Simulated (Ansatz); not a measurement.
# CoSi2: optical spectrum from first principles, part 2 of 2

Aim: the dielectric function of CoSi2, and the optical constants that follow from it. The cell comes from an older database entry, whose edges can differ from later determinations, mostly by under a per cent.

Ansatz 0.2.0; DFT, PBE, plane-wave PAW, default files, scalar-relativistic, independent-particle optical response without local fields.

So far. Step 2 (Ground state and bands): There are states at the Fermi level within the smearing, so the occupations stay smeared and the carriers get a Drude term. The cell is left with a pressure of 0.4 GPa, as it stands unrelaxed at this level.

The database entry behind the starting cell differs from other determinations of this structure, so it need not match the best structure at room temperature.

## (3) Spectrum

The spectrum is a sum over vertical transitions between filled and empty bands at the fixed density, so many empty bands are needed.

This step: DFT, PBE, plane-wave PAW, default files, scalar-relativistic, independent-particle optical response without local fields (Ansatz 0.2.0).

input.yaml reads:

```yaml
crystal:
  lattice:
    - [0.0, 2.678, 2.678]
    - [2.678, 0.0, 2.678]
    - [2.678, 2.678, 0.0]
  atoms:
    - { symbol: Co, position: [0.0, 0.0, 0.0] }
    - { symbol: Si, position: [0.75, 0.75, 0.75] }
    - { symbol: Si, position: [0.25, 0.25, 0.25] }
kpoints:
  mp_grid: { grid: [10, 10, 10] }
scf:
  occupations: { method: fermi_dirac, width: 0.1 }
hamiltonian:
  xc: pbe
  pseudopotentials: { kind: paw }
output:
  optics:
    e_range: [0, 40]
    de: 0.05
    sigma: 0.1
    drude_damping: 0.2
    nscf_kmesh: { grid: [13, 13, 13] }
    bands: auto
```

Command:

```console
ansatz run input.yaml --threads 2 --pin off --max-ram 5120MiB --backend cpu --events-out ev --progress --plain --runs-dir out
```

The log of the run:

```text
[...]
Crystal: 3 atoms, lattice volume = 38.412 Å³
Basis set: ecut = 420 eV, 749 PW (Γ)
Bands: 17, of which v1, the nominal top of the filled ones, is band 13 counted from 1 (12 counted from 0)
Symmetry: 48 space group operations
[...]
k-points: 47 of 1000
[...]
SCF iter   1: F=—  HF=-6399.193676 eV  |F-HF|=—  |Δ(HF+E_count)|=         —  Δρ=6.92e-3  dr2=1.81e-2  ethr=1.77e-3  ⟨swp⟩=5.1  Hψ=4114  notcnv=0
[...]
SCF iter  11: F=-6399.192525 eV  HF=-6399.192525 eV  |F-HF|=1.82e-12  |Δ(HF+E_count)|=  2.73e-12  Δρ=2.50e-8  dr2=1.05e-13  ethr=1.00e-12  ⟨swp⟩=2.0  Hψ=1554  notcnv=0
SCF 1 converged in 11 iterations: F = -6399.192525 eV  dr2 = 1.05e-13
[...]
NSCF: frozen V_eff on 84 k-points
output.optics: what the bands over the 60 summed would add to eps1, eps2 and the energy-loss function is held between a lower and an upper bound (5 Lanczos steps). eps1, eps2 and their loss function (loss_summed_bands) are given on every row as the summed bands alone make them. Along an axis, on a row where the two bounds hold the loss function to about 1 % of the greater of itself and 0.5 % of |1/eps|, its cell (loss_completed) is given, with the completed eps1 and eps2 that it is formed of (a cell that is left empty reads nan in the table and null in the record). The two bounds hold it so along every axis on all 800 rows up to 40.000 eV. [rest of the remark cut]
SCF converged after 11 iterations
Free energy (F): -6399.192525 eV
[...]
Internal energy: -6399.157371 eV  (E = F + TS)
E sigma→0 (E₀):  -6399.174948 eV
Entropy (-TS):   -0.035153 eV (-11.718 meV/atom)
Fermi energy:    12.893856 eV
[...]
--- Band table (eV; the first three rows and the last of 47) ---
  k-point 0: bands = [... 9 lower, 10.9764, 13.6417, 16.3084, 16.3084, 16.3084, 16.3178, 16.3178, 16.3178]
  k-point 1: bands = [... 9 lower, 10.9317, 13.7042, 14.7037, 15.4162, 15.4162, 17.2101, 17.2101, 18.1166]
  k-point 2: bands = [... 9 lower, 10.8494, 12.6202, 14.5291, 14.5291, 14.8572, 17.0504, 17.0504, 17.7298]
  k-point 46: bands = [... 9 lower, 10.7430, 10.9328, 11.4277, 12.1507, 15.7520, 17.4520, 17.9096, 20.4507]
```

Wall time 35 s (2 threads of Arm Neoverse V2, shared host); peak memory 1.1 GiB; 68 s of CPU time.

Read-outs:

| Property | Result |
| --- | --- |
| main peak of the optical conductivity above 1 eV, first axis | 5.388 eV |
| centre of weight of the strongest loss peak in the window | 20.72 eV |
| Drude plasma energy, first axis | 6.310 eV |
| bands summed | 60 |
| spectra valid up to | 47.84 eV |
| program's estimate of the k-sum error in Im epsilon | 0.23 % |
| electrons in the f-sum | 15.35 |

Im ε, any direction against photon energy; read off at these points:

```
photon energy (eV)  Im ε, any direction
               1.0                 13.7
               2.0                 6.42
               3.0                 17.0
               4.0                 12.2
               5.0                 10.5
               5.4                 25.6
               6.0                 20.0
               7.0                 8.46
               8.0                 5.67
               9.0                 3.51
              10.0                 2.40
              11.0                 1.94
              12.0                 1.34
              13.0                0.874
              14.0                0.757
              15.0                0.618
              16.0                0.568
              17.0                0.437
              18.0                0.370
              19.0                0.346
              20.0                0.299
              21.0                0.316
              22.0                0.305
              23.0                0.248
              24.0                0.220
              25.0                0.193
              26.0                0.161
              27.0                0.135
              28.0                0.135
              29.0                0.118
              30.0                0.121
              31.0                0.108
              32.0                0.136
              33.0                0.119
              34.0                0.120
              35.0                0.130
              36.0                0.132
              37.0                0.130
              38.0                0.120
              39.0               0.0978
              40.0               0.0971
```

The Re ε, any direction by photon energy:

photon energy (eV), Re ε, any direction and a bar from the least value:
```
        1        -33 
        2          5 ############################
        3          3 ##########################
        4          7 #############################
        5          8 ##############################
        6         -5 #####################
        7         -6 ###################
        8         -6 ####################
        9         -5 #####################
       10         -3 ######################
       11         -3 ######################
       12         -2 ######################
       13         -2 #######################
       14         -1 #######################
       15         -1 #######################
       16         -1 #######################
       17          0 ########################
       18          0 ########################
       19          0 ########################
       20          0 ########################
       21          0 ########################
       22          0 ########################
       23          0 ########################
       24          0 ########################
       25          0 ########################
       26          0 ########################
       27          0 ########################
       28          1 ########################
       29          1 ########################
       30          1 ########################
       31          1 ########################
       32          1 ########################
       33          1 ########################
       34          1 ########################
       35          1 ########################
       36          1 ########################
       37          1 ########################
       38          1 ########################
       39          1 ########################
       40          1 ########################
```

The refractive index n and extinction k by photon energy:

```
photon energy (eV)      n       k
                 1   1.17    5.88
                 2   2.57    1.25
                 3   3.16    2.68
                 4   3.26    1.87
                 5   3.31    1.58
                 6   2.83    3.54
                 7   1.47    2.89
                 8   1.09    2.61
                 9  0.776    2.26
                10  0.624    1.92
                11  0.570    1.70
                12  0.432    1.55
                13  0.326    1.34
                14  0.328    1.15
                15  0.315   0.981
                16  0.332   0.856
                17  0.286   0.763
                18  0.312   0.593
                19  0.355   0.487
                20  0.392   0.382
                21  0.481   0.328
                22  0.500   0.305
                23  0.528   0.235
                24  0.560   0.197
                25  0.603   0.160
                26  0.641   0.125
                27  0.679  0.0992
                28  0.715  0.0945
                29  0.745  0.0790
                30  0.773  0.0783
                31  0.799  0.0678
                32  0.823  0.0824
                33  0.825  0.0720
                34  0.847  0.0708
                35  0.850  0.0765
                36  0.862  0.0764
                37  0.860  0.0754
                38  0.870  0.0688
                39  0.884  0.0553
                40  0.899  0.0540
```

Table of loss function −Im 1/ε at q → 0, any direction by energy loss; read off at these points:

```
energy loss (eV)  loss function −Im 1/ε at q → 0, any direction
             1.0                                         0.0106
             2.0                                         0.0961
             3.0                                         0.0574
             4.0                                         0.0613
             5.0                                         0.0577
             6.0                                         0.0474
             7.0                                         0.0769
             8.0                                         0.0887
             9.0                                          0.107
            10.0                                          0.144
            11.0                                          0.187
            12.0                                          0.200
            13.0                                          0.242
            14.0                                          0.365
            15.0                                          0.548
            16.0                                          0.800
            17.0                                          0.992
            18.0                                           1.83
            19.0                                           2.62
            20.0                                           3.34
            20.2                                           3.37
            21.0                                           2.74
            22.0                                           2.59
            23.0                                           2.23
            24.0                                           1.77
            25.0                                           1.28
            26.0                                          0.885
            27.0                                          0.608
            28.0                                          0.500
            29.0                                          0.373
            30.0                                          0.332
            31.0                                          0.262
            32.0                                          0.290
            33.0                                          0.252
            34.0                                          0.230
            35.0                                          0.245
            36.0                                          0.235
            37.0                                          0.233
            38.0                                          0.207
            39.0                                          0.159
            40.0                                          0.148
```

The reflectivity at normal incidence, any direction by photon energy; read off at these points:

photon energy (eV), reflectivity at normal incidence, any direction (%) and a bar:
```
      1.0       88.1 ##############################
      2.0       28.2 ##########
      3.0       48.4 ################
      4.0       39.7 #############
      5.0       37.2 #############
      6.0       58.4 ####################
      6.4       64.7 ######################
      7.0       59.4 ####################
      8.0       61.1 #####################
      9.0       62.5 #####################
     10.0       60.5 #####################
     11.0       57.4 ####################
     12.0       61.2 #####################
     13.0       63.3 ######################
     14.0       57.7 ####################
     15.0       53.2 ##################
     16.0       47.0 ################
     17.0       48.8 #################
     18.0       39.8 #############
     19.0       31.5 ###########
     20.0       24.8 ########
     21.0       16.4 #####
     22.0       14.6 #####
     23.0       11.7 ####
     24.0        9.4 ###
     25.0        7.1 ##
     26.0        5.4 ##
     27.0        4.0 #
     28.0        3.1 #
     29.0        2.3 #
     30.0        1.8 #
     31.0        1.4 
     32.0        1.1 
     33.0        1.1 
     34.0        0.8 
     35.0        0.8 
     36.0        0.7 
     37.0        0.7 
     38.0        0.6 
     39.0        0.5 
     40.0        0.4
```

Optical constants at common wavelengths, from n + ik = √ε:

```
wavelength (nm)     n      k  R (%)     1/α
           1064  1.01  4.585   83.8   18 nm
            450  3.67  2.060   43.7   17 nm
            405  2.85  2.644   47.7   12 nm
            365  2.74  1.688   34.9   17 nm
            308  3.24  1.904   40.0   13 nm
            248  3.31  1.580   37.2   12 nm
            193  1.69  3.430   64.4  4.5 nm
```

A polished face would reflect 33 % of daylight and look faintly blue (CIE x = 0.281, y = 0.298 under D65).

## (4) Summary of results

```yaml
gap_on_the_path: 0 eV
main_peak_of_the_optical_conductivity_above_1_ev_first_axis: 5.39 eV
drude_plasma_energy_first_axis: 6.31 eV
centre_of_weight_of_the_strongest_loss_peak_in_the_window_first_axis: 20.7 eV
```

At this level (PBE, independent particles) CoSi2 is a metal with a Drude plasma energy of 6.3 eV; it reflects 33 % at 550 nm. Along x the bare Drude plasma energy is 6.3 eV; Re ε first rises through zero at 1.72 eV, far lower, because interband transitions screen the carriers. Im ε is 6.5 there, so the loss peak at that energy is weak. The strongest loss structure up to 40 eV has its centre of weight at 20.7 eV; a free-electron gas of the 15.3 electrons in the f-sum would put its plasmon at 23.5 eV. A polished face would reflect 33 % of daylight and look faintly blue (CIE x = 0.281, y = 0.298 under D65). In the base run ε includes the program's bounded estimate of what the bands above those summed add. The carriers' damping of 0.2 eV is typed, not computed; at 0.8 eV the carriers give 52 % of Im ε, the rest is interband. The run has no spin polarisation. A start with parallel moments lost them; other magnetic orders weren't tried. The Fermi-Dirac width of 0.1 eV acts as an electron temperature of 1200 K in the carriers' term.

[Long decimals in the printed logs are rounded to 6 places.]

[Logs are printed without paths, hosts, clocks, repeated set-up lines and the standing remarks that a program may print on its own settings, such as how far it seeks lower states.]

[Hosts, paths, dates, database ids (printed as entryN), source tags and the programs' standing remarks are cut or masked in the printed files.]

[Where the starting crystal was built by hand or by swapping elements, it need not be the compound's stable phase.]

[The count of steps not shown may lack steps that the program refused or didn't finish.]
